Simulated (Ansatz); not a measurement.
**The perfect InSb wire along [110], 8 atoms a period, H-terminated**

Aim: is the InSb wire along [110], 8 atoms a period, H-terminated a metal or a semiconductor?

Main program and level: Ansatz 0.2.0; DFT PBE, plane waves, PAW; relaxation of a wire's period; PAW set soft_1, in the first sound run; inputs show where later runs differ.

This is a report of a sequence of runs, with most program output left out.

### 1. The starting structure

The cell holds 16 atoms: 4 Sb, 4 In and 8 H. Its edges and angles: a = 17.126 Å, b = 14.395 Å, c = 4.688 Å, α = 90.0°, β = 90.0°, γ = 90.0°. Vacuum lies along a and b. The structure's axis is c.

### 2. The relaxed wire

Band widths follow the bond lengths, so the wire is relaxed first. The atoms and the third cell vector are free; the box across stays fixed as vacuum. A Fermi-Dirac smearing is set since the result may be a metal. The pressure printed is a third of the stress's trace over the whole box, vacuum included; only the stress along the axis is relaxed.

Input file input.yaml:

```yaml
crystal:
  lattice:
    - [17.126, 0.0, 0.0]
    - [0.0, 14.395, 0.0]
    - [0.0, 0.0, 4.6881179593]
  atoms:
    - { symbol: Sb, position: [0.355318433, 0.499994644, 0.0] }
    - { symbol: In, position: [0.452101102, 0.662833058, 0.0] }
    - { symbol: In, position: [0.452101102, 0.337156229, 0.0] }
    - { symbol: Sb, position: [0.742449111, 0.499994644, 0.0] }
    - { symbol: H, position: [0.801444964, 0.599256124, 0.0] }
    - { symbol: H, position: [0.801444964, 0.400733163, 0.0] }
    - { symbol: H, position: [0.198528553, 0.60095775, 0.5] }
    - { symbol: H, position: [0.198528553, 0.399031537, 0.5] }
    - { symbol: In, position: [0.258535763, 0.499994644, 0.5] }
    - { symbol: Sb, position: [0.548883772, 0.662833058, 0.5] }
    - { symbol: Sb, position: [0.548883772, 0.337156229, 0.5] }
    - { symbol: H, position: [0.607879625, 0.762094539, 0.5] }
    - { symbol: H, position: [0.607879625, 0.237894748, 0.5] }
    - { symbol: In, position: [0.645666442, 0.499994644, 0.5] }
    - { symbol: H, position: [0.392093892, 0.763796164, 0.0] }
    - { symbol: H, position: [0.392093892, 0.236193123, 0.0] }
kpoints:
  mp_grid: { grid: [1, 1, 18] }
scf:
  occupations: { method: fermi_dirac, width: 0.05 }
hamiltonian:
  xc: pbe
  pseudopotentials: { kind: paw, azcp: { folder: soft_1 } }
relax:
  cell: { fix: [a, b, alpha, beta, gamma] }
  max_steps: 45
  f_tol: 0.03
```

Started as:

```console
ansatz run input.yaml --threads 4 --pin off --max-ram 16384MiB --backend cpu --events-out ev --progress --plain --runs-dir out
```

The job ended after 2.1 min (4 threads of Arm Neoverse V1, shared host; peak memory 2.3 GiB; 8.2 min of CPU time).

Relaxation path:

| step | energy less that of the first step (eV) | largest force component (eV/Å) | pressure (GPa) | volume (Å³) |
| --- | --- | --- | --- | --- |
| 1 | 0.0000 | 0.7824 | -0.27 | 1155.76 |
| 2 | -0.2651 | 0.7151 | 0.01 | 1162.58 |
| 3 | -0.3445 | 0.2336 | 0.14 | 1170.30 |
| 4 | -0.3738 | 0.0671 | 0.04 | 1179.48 |
| 5 | -0.3764 | 0.0179 | 0.00 | 1183.62 |
| 6* | -0.3790 | 0.0180 | 0.00 | 1183.62 |

Relaxation steps marked * repeat the geometry before them on a plane-wave basis chosen anew for their cell, so energy and pressure can jump there.

Forces are held to the 4 operations that the run works with; a distortion that breaks them can't arise in this run.

| cell as run | before | after | change |
| --- | --- | --- | --- |
| c (Å) | 4.688 | 4.801 | +2.4 % |

The atoms that moved most (Å, along periodic axes as changes of fractional coordinates times the final cell, across vacuum about the mean position):

| atom | dx | dy | dz | length |
| --- | --- | --- | --- | --- |
| H7 | 0.233 | 0.101 | 0.000 | 0.254 |
| H8 | 0.233 | -0.101 | 0.000 | 0.254 |
| H15 | 0.176 | 0.122 | 0.000 | 0.214 |
| H16 | 0.176 | -0.122 | 0.000 | 0.214 |
| H13 | 0.000 | 0.199 | 0.000 | 0.199 |
| H12 | 0.000 | -0.199 | 0.000 | 0.199 |
| Sb4 | -0.159 | 0.000 | 0.000 | 0.159 |
| H6 | -0.030 | 0.154 | 0.000 | 0.157 |

This step gave:

```yaml
cell_length_along_the_wire: 4.801 Å
```

The cell's length comes to 4.801 Å with spin left out.

### 3. The perfect wire

This step: DFT PBE, plane waves, PAW; bands of a perfect wire; PAW set soft_1 (Ansatz 0.2.0).

At the relaxed period the bands are computed along the axis; those that cross an energy going forward count the channels that a perfect wire would open there.

Input file input.yaml:

```yaml
crystal:
  lattice:
    - [17.126, 0.0, 0.0]
    - [0.0, 14.395, 0.0]
    - [0.0, 0.0, 4.8011437874]
  atoms:
    - { symbol: Sb, position: [0.355229902, 0.5, 0.0] }
    - { symbol: In, position: [0.445511301, 0.662762146, 0.0] }
    - { symbol: In, position: [0.445511301, 0.337237854, 0.0] }
    - { symbol: Sb, position: [0.73315831, 0.5, 0.0] }
    - { symbol: H, position: [0.799667925, 0.588583394, 0.0] }
    - { symbol: H, position: [0.799667925, 0.411416606, 0.0] }
    - { symbol: H, position: [0.212131325, 0.608001598, 0.5] }
    - { symbol: H, position: [0.212131325, 0.391998402, 0.5] }
    - { symbol: In, position: [0.257704119, 0.5, 0.5] }
    - { symbol: Sb, position: [0.542141318, 0.658049126, 0.5] }
    - { symbol: Sb, position: [0.542141318, 0.341950874, 0.5] }
    - { symbol: H, position: [0.607894763, 0.748257235, 0.5] }
    - { symbol: H, position: [0.607894763, 0.251742765, 0.5] }
    - { symbol: In, position: [0.638317029, 0.5, 0.5] }
    - { symbol: H, position: [0.40236547, 0.772290462, 0.0] }
    - { symbol: H, position: [0.40236547, 0.227709538, 0.0] }
kpoints:
  mp_grid: { grid: [1, 1, 17] }
  band_path: { path: ["Γ", Z], npoints: 90 }
scf:
  occupations: { method: fermi_dirac, width: 0.05 }
hamiltonian:
  xc: pbe
  pseudopotentials: { kind: paw, azcp: { folder: soft_1 } }
output:
  dos: { e_range: [-5, 4] }
  write_potential: true
  write_density: true
  volumetric_format: npy
```

It took 2.7 min on 4 threads; peak memory 4.6 GiB.

Numbers from this step:

- band gap: 1.005 eV

The electronic bands at the labelled points (eV, zero at the Fermi level; v1 is the highest filled band, c1 the lowest empty one):

| point | v4 | v3 | v2 | v1 | c1 | c2 | c3 | c4 |
| --- | --- | --- | --- | --- | --- | --- | --- | --- |
| Γ | -1.43 | -1.28 | -1.25 | -0.51 | 0.50 | 1.17 | 1.37 | 1.80 |
| halfway | -1.82 | -1.57 | -1.53 | -0.99 | 1.53 | 1.88 | 2.03 | 2.14 |
| Z | -2.14 | -1.78 | -1.57 | -1.52 | 1.52 | 1.74 | 2.01 | 2.28 |

The gap is 1.00 eV, with spin left out.

The path shows a direct gap of 1.00 eV (valence top at Γ, conduction bottom at Γ).

### 4. Another level of theory, cutoff 500 eV, k-mesh 1×1×13

This step: DFT r2SCAN, plane waves, PAW; bands of a perfect wire at the PBE geometry; PAW set soft_1 (Ansatz 0.2.0).

The atoms stay at the PBE geometry and the functional changes. r2SCAN also reads the kinetic-energy density; it often gives larger moments and wider gaps than PBE, at a higher cost. Against the first PBE run of this kind, the cutoff is 500 eV against 420 and the mesh along the wire has 13 points against 17.

input.yaml: that of step 3 with these lines changed.

```diff
@@ -23,3 +23,3 @@
 kpoints:
-  mp_grid: { grid: [1, 1, 17] }
+  mp_grid: { grid: [1, 1, 13] }
   band_path: { path: ["Γ", Z], npoints: 90 }
@@ -28,8 +28,3 @@
 hamiltonian:
-  xc: pbe
+  xc: r2scan
   pseudopotentials: { kind: paw, azcp: { folder: soft_1 } }
-output:
-  dos: { e_range: [-5, 4] }
-  write_potential: true
-  write_density: true
-  volumetric_format: npy
```

Elapsed: 5 min, on 4 threads; peak memory 7.2 GiB; 20 min of CPU time.

Numbers from this step:

- band gap: 1.232 eV

The gap is 1.23 eV, against 1.00 eV under PBE at the relaxed period.

### 5. Levels at the same atoms, level HSE06, cutoff 420 eV

This step: DFT HSE06, plane waves, PAW; levels of a perfect wire at the PBE geometry; PAW set soft_1 (Ansatz 0.2.0).

The atoms stay at the PBE geometry and the functional changes. HSE06 mixes in a quarter of short-range exact exchange, which removes part of the self-interaction that closes gaps; it is dear, so the mesh is thinner and no path is run. Against the first PBE run of this kind, the mesh along the wire has 7 points against 17.

input.yaml: that of step 4 with these lines changed.

```diff
@@ -23,4 +23,3 @@
 kpoints:
-  mp_grid: { grid: [1, 1, 13] }
-  band_path: { path: ["Γ", Z], npoints: 90 }
+  mp_grid: { grid: [1, 1, 7] }
 scf:
@@ -28,3 +27,3 @@
 hamiltonian:
-  xc: r2scan
+  xc: hse06
   pseudopotentials: { kind: paw, azcp: { folder: soft_1 } }
```

Run time: 4.7 min. Hardware: 4 threads; peak memory 3.2 GiB.

This step gave:

```yaml
band_gap: 1.545 eV
```

The gap is 1.55 eV, against 1.00 eV under PBE at the relaxed period.

### 6. Two-component spinors, k-mesh 1×1×11

This step: DFT PBE, plane waves, fully relativistic PAW; bands of a perfect wire with spin-orbit coupling; PAW set soft_1 (Ansatz 0.2.0).

Spin-orbit coupling mixes the spins and splits bands that cross or touch without it, so it can open or close channels. Fully relativistic datasets take the place of the scalar ones. Against the first PBE run of this kind, the mesh along the wire has 11 points against 17.

input.yaml: that of step 5 with these lines changed.

```diff
@@ -23,3 +23,4 @@
 kpoints:
-  mp_grid: { grid: [1, 1, 7] }
+  mp_grid: { grid: [1, 1, 11] }
+  band_path: { path: ["Γ", Z], npoints: 90 }
 scf:
@@ -27,3 +28,6 @@
 hamiltonian:
-  xc: hse06
-  pseudopotentials: { kind: paw, azcp: { folder: soft_1 } }
+  xc: pbe
+  pseudopotentials: { kind: paw_fr, azcp: { folder: soft_1 } }
+magnetization:
+  noncollinear: true
+  spin_orbit: true
```

Elapsed: 29 min, on 4 threads; peak memory 12 GiB; 1.9 h of CPU time.

This step gave:

| Property | Result |
| --- | --- |
| band gap | 0.9700 eV |

The gap is 0.970 eV, against 1.00 eV under PBE at the relaxed period, with no moment.

### 7. All levels side by side

Times are for 4 threads of Arm Neoverse V1, shared host. The series side by side:

| no. | run | band gap (eV) | time | memory (GiB) |
| --- | --- | --- | --- | --- |
| 1 | lead | 1.005 | 2.7 min | 4.6 |
| 2 | levels | 1.232 | 5 min | 7.2 |
| 3 | levels | 1.545 | 4.7 min | 3.2 |
| 4 | SOC | 0.9700 | 29 min | 12 |

### 8. Strain along the wire, period over the relaxed period 1.03, k-mesh 1×1×13

This step: DFT PBE, plane waves, PAW; relaxation at a fixed period; PAW set soft_1 (Ansatz 0.2.0).

The period is set to 1.03 times the relaxed one and the atoms relax within it: strain changes bond lengths and angles, which shifts the bands against each other. Against the first PBE run of this kind, the mesh along the wire has 13 points against 17.

The cell differs from the one that the last finished run ended in (c 4.801 → 4.945 Å).

input.yaml: that of step 6 with these lines changed.

```diff
@@ -4,3 +4,3 @@
     - [0.0, 14.395, 0.0]
-    - [0.0, 0.0, 4.8011437874]
+    - [0.0, 0.0, 4.9451781011]
   atoms:
@@ -23,3 +23,3 @@
 kpoints:
-  mp_grid: { grid: [1, 1, 11] }
+  mp_grid: { grid: [1, 1, 13] }
   band_path: { path: ["Γ", Z], npoints: 90 }
@@ -29,5 +29,7 @@
   xc: pbe
-  pseudopotentials: { kind: paw_fr, azcp: { folder: soft_1 } }
-magnetization:
-  noncollinear: true
-  spin_orbit: true
+  pseudopotentials: { kind: paw, azcp: { folder: soft_1 } }
+relax:
+  max_steps: 40
+  f_tol: 0.02
+output:
+  stress: true
```

Elapsed: 3.6 min, on 4 threads; peak memory 4.9 GiB; 14 min of CPU time.

The steps of the relaxation:

| step | energy less that of the first step (eV) | largest force component (eV/Å) |
| --- | --- | --- |
| 1 | 0.0000 | 0.2216 |
| 2 | 0.2332 | 0.9332 |
| 3 | -0.0201 | 0.0701 |
| 4 | -0.0216 | 0.0202 |
| 5 | -0.0218 | 0.0033 |

Relaxation step 2 was tried and not accepted.

Forces are held to the 4 operations that the run works with; a distortion that breaks them can't arise in this run.

The atoms that moved most (Å):

| atom | dx | dy | dz | length |
| --- | --- | --- | --- | --- |
| Sb4 | -0.073 | 0.000 | 0.000 | 0.073 |
| H8 | 0.071 | -0.006 | 0.000 | 0.071 |
| H7 | 0.071 | 0.006 | 0.000 | 0.071 |
| H6 | -0.065 | 0.005 | 0.000 | 0.065 |
| H5 | -0.065 | -0.005 | 0.000 | 0.065 |
| In9 | 0.057 | 0.000 | 0.000 | 0.057 |
| H15 | 0.041 | 0.000 | 0.000 | 0.041 |
| H16 | 0.041 | 0.000 | 0.000 | 0.041 |

The relaxed structure:

```cif
data_structure
_symmetry_space_group_name_H-M 'P 1'
_symmetry_Int_Tables_number 1
_cell_length_a 17.1260
_cell_length_b 14.3950
_cell_length_c 4.9452
_cell_angle_alpha 90.000
_cell_angle_beta 90.000
_cell_angle_gamma 90.000
_cell_volume 1219.13
loop_
_atom_site_label
_atom_site_type_symbol
_atom_site_fract_x
_atom_site_fract_y
_atom_site_fract_z
_atom_site_occupancy
Sb1 Sb 0.35526 0.50000 0.00000 1
In2 In 0.44693 0.66211 0.00000 1
In3 In 0.44693 0.33789 0.00000 1
Sb4 Sb 0.72887 0.50000 0.00000 1
H5 H 0.79589 0.58825 0.00000 1
H6 H 0.79589 0.41175 0.00000 1
H7 H 0.21626 0.60840 0.50000 1
H8 H 0.21626 0.39160 0.50000 1
In9 In 0.26106 0.50000 0.50000 1
Sb10 Sb 0.54015 0.65735 0.50000 1
Sb11 Sb 0.54015 0.34265 0.50000 1
H12 H 0.60659 0.74690 0.50000 1
H13 H 0.60659 0.25310 0.50000 1
In14 In 0.63744 0.50000 0.50000 1
H15 H 0.40478 0.77232 0.00000 1
H16 H 0.40478 0.22768 0.00000 1
```

This step gave:

```yaml
band_gap: 1.016 eV
```

The electronic bands at the labelled points (eV, zero at the Fermi level; v1 is the highest filled band, c1 the lowest empty one):

| point | v4 | v3 | v2 | v1 | c1 | c2 | c3 | c4 |
| --- | --- | --- | --- | --- | --- | --- | --- | --- |
| Γ | -1.42 | -1.26 | -1.12 | -0.52 | 0.49 | 1.15 | 1.36 | 1.77 |
| halfway | -1.61 | -1.43 | -1.38 | -0.81 | 1.63 | 2.09 | 2.22 | 2.30 |
| Z | -1.99 | -1.63 | -1.37 | -1.31 | 1.76 | 2.00 | 2.21 | 2.48 |

The gap is 1.02 eV, against 1.00 eV under PBE at the relaxed period.

### 9. Strain along the wire, period over the relaxed period 1.06, k-mesh 1×1×12

The period is set to 1.06 times the relaxed one and the atoms relax within it: strain changes bond lengths and angles, which shifts the bands against each other. Against the first PBE run of this kind, the mesh along the wire has 12 points against 17.

The cell differs from the one that the last finished run ended in (c 4.945 → 5.089 Å).

input.yaml: that of step 8 with these lines changed.

```diff
@@ -4,3 +4,3 @@
     - [0.0, 14.395, 0.0]
-    - [0.0, 0.0, 4.9451781011]
+    - [0.0, 0.0, 5.0892124147]
   atoms:
@@ -23,3 +23,3 @@
 kpoints:
-  mp_grid: { grid: [1, 1, 13] }
+  mp_grid: { grid: [1, 1, 12] }
   band_path: { path: ["Γ", Z], npoints: 90 }
```

Wall time 3.8 min (4 threads); peak memory 5 GiB.

Relaxation path:

| step | energy less that of the first step (eV) | largest force component (eV/Å) |
| --- | --- | --- |
| 1 | 0.0000 | 0.3963 |
| 2 | 0.1383 | 0.9340 |
| 3 | -0.0701 | 0.0827 |
| 4 | -0.0766 | 0.0471 |
| 5 | -0.0781 | 0.0200 |
| 6 | -0.0781 | 0.0185 |

Relaxation step 2 was tried and not accepted.

Forces are held to the 4 operations that the run works with; a distortion that breaks them can't arise in this run.

The atoms that moved most (Å):

| atom | dx | dy | dz | length |
| --- | --- | --- | --- | --- |
| Sb4 | -0.162 | 0.000 | 0.000 | 0.162 |
| H8 | 0.155 | -0.012 | 0.000 | 0.155 |
| H7 | 0.155 | 0.012 | 0.000 | 0.155 |
| H6 | -0.146 | 0.010 | 0.000 | 0.146 |
| H5 | -0.146 | -0.010 | 0.000 | 0.146 |
| In9 | 0.127 | 0.000 | 0.000 | 0.127 |
| H15 | 0.088 | 0.007 | 0.000 | 0.088 |
| H16 | 0.088 | -0.007 | 0.000 | 0.088 |

The relaxed structure:

```xyz
16
Lattice="17.1260 0.0000 0.0000 0.0000 14.3950 0.0000 0.0000 0.0000 5.0892" Properties=species:S:1:pos:R:3
Sb    6.0992    7.1975    0.0000
In    7.6809    9.5270    0.0000
In    7.6809    4.8680    0.0000
Sb   12.3940    7.1975    0.0000
H    13.5495    8.4629    0.0000
H    13.5495    5.9321    0.0000
H     3.7877    8.7639    2.5446
H     3.7877    5.6311    2.5446
In    4.5400    7.1975    2.5446
Sb    9.2191    9.4671    2.5446
Sb    9.2191    4.9279    2.5446
H    10.3618   10.7528    2.5446
H    10.3618    3.6422    2.5446
In   10.8851    7.1975    2.5446
H     6.9788   11.1236    0.0000
H     6.9788    3.2714    0.0000
```

Numbers from this step:

- band gap: 1.040 eV

The electronic bands at the labelled points (eV, zero at the Fermi level; v1 is the highest filled band, c1 the lowest empty one):

| point | v4 | v3 | v2 | v1 | c1 | c2 | c3 | c4 |
| --- | --- | --- | --- | --- | --- | --- | --- | --- |
| Γ | -1.37 | -1.27 | -1.06 | -0.57 | 0.49 | 1.08 | 1.32 | 1.67 |
| halfway | -1.48 | -1.34 | -1.27 | -0.69 | 1.66 | 2.25 | 2.29 | 2.45 |
| Z | -1.85 | -1.55 | -1.24 | -1.16 | 1.94 | 2.18 | 2.36 | 2.62 |

The gap is 1.04 eV, against 1.00 eV under PBE at the relaxed period.

### 10. What came out

```yaml
cell_length_pbe: 4.801 Å
gap_pbe: 1.00 eV
gap_r2scan: 1.23 eV
gap_hse06: 1.55 eV
gap_with_spin_orbit_coupling: 0.970 eV
gap_period_scaled_by_1p03: 1.02 eV
gap_period_scaled_by_1p06: 1.04 eV
```

**Reading.** Under PBE the cell's length is 4.80 Å, and a gap of 1.00 eV makes it a semiconductor. At the relaxed period the wire is gapped under every functional, from 1.00 eV (PBE) to 1.55 eV (HSE06). Weak screening in one dimension makes quasiparticle gaps larger than the semilocal gaps, as a rule. Spin-orbit coupling changes the gap from 1.00 to 0.97 eV. Plain hydrogen on a compound's surface is a simple closure: it may leave surface states, and facets that end in unlike atoms put a field across the wire, both of which shrink the gap. A hybrid's gap is read on a coarse mesh, without a band path.

[Logs are printed without paths, hosts, clocks, repeated set-up lines and the standing remarks that a program may print on its own settings, such as how far it seeks lower states.]

[Hosts, paths, dates, database ids (printed as entryN), source tags and the programs' standing remarks are cut or masked in the printed files.]
